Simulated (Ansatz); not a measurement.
SiO2 (P3_121): how ε∞ follows the gap

The empty bands of SiO2 (P3_121) are shifted up rigidly by Δ, and ε∞ along x is computed for each shift. x, y and z are the Cartesian axes of the input cell.

The structure is trigonal, space group P3_121 (No. 152). Conventional cell: a = 4.916 Å, b = 4.916 Å, c = 5.409 Å, α = 90.00°, β = 90.00°, γ = 120.00°. Si on site a has 4 O at 1.61 Å as nearest neighbours. O on site c has 2 Si at 1.61 Å as nearest neighbours.

Method: Ansatz 0.2.0, PBE, independent particles, k-mesh 6×6×4 with interpolation inside its cells, Gaussian parameter 0.1 eV.

Launch of the response step: `ansatz run input.yaml --threads 4 --pin off --max-ram 8192MiB --backend cpu --events-out ev --progress --plain --runs-dir out`. The series took 2.6 min in all, on 4 threads of Intel(R) Xeon(R) Platinum 8375C CPU @ 2.90GHz (Ice Lake) (shared host).

| Δ (eV) | ε∞ along x |
| --- | --- |
| 0.00 | 2.560 |
| 0.40 | 2.515 |
| 0.80 | 2.474 |
| 1.20 | 2.434 |
| 1.60 | 2.397 |
| 2.00 | ? |

With one effective transition at E₀ and fixed dipole strength, ε∞ − 1 = A/(E₀ + Δ), so 1/(ε∞ − 1) is linear in Δ.

Working, on the rows shown:

| x = Δ (eV) | y = 1/(ε∞ − 1) |
| --- | --- |
| 0 | 0.641026 |
| 0.4 | 0.660066 |
| 0.8 | 0.678426 |
| 1.2 | 0.69735 |
| 1.6 | 0.71582 |

Means: x̄ = 0.8, ȳ = 0.67854. Σ(x − x̄)(y − ȳ) = 0.07475, Σ(x − x̄)² = 1.6. Slope = 0.07475 / 1.6 = 0.04672; intercept = ȳ − slope · x̄ = 0.64116. Turned back into ε∞ along x, the line misses the rows shown by at most 0.0005.

Task: What does the fit predict for the withheld row, and how well does it do?

Result: At x = 2 the line gives y = 0.7346, that is 2.361. The run gave 2.362, so the extrapolation is off by 0.00071, 0.4 % of the range in the table.

Refitted with all rows, the slope is 0.04658 and the intercept 0.64124. These give E₀ = intercept/slope = 13.8 eV, far above the least direct gap of 6.31 eV: most of the screening comes from transitions well over the edge. Over the first step ε∞ falls by 4 % per eV. Excitons are left out and so are local fields; PBE gaps are as a rule too small.
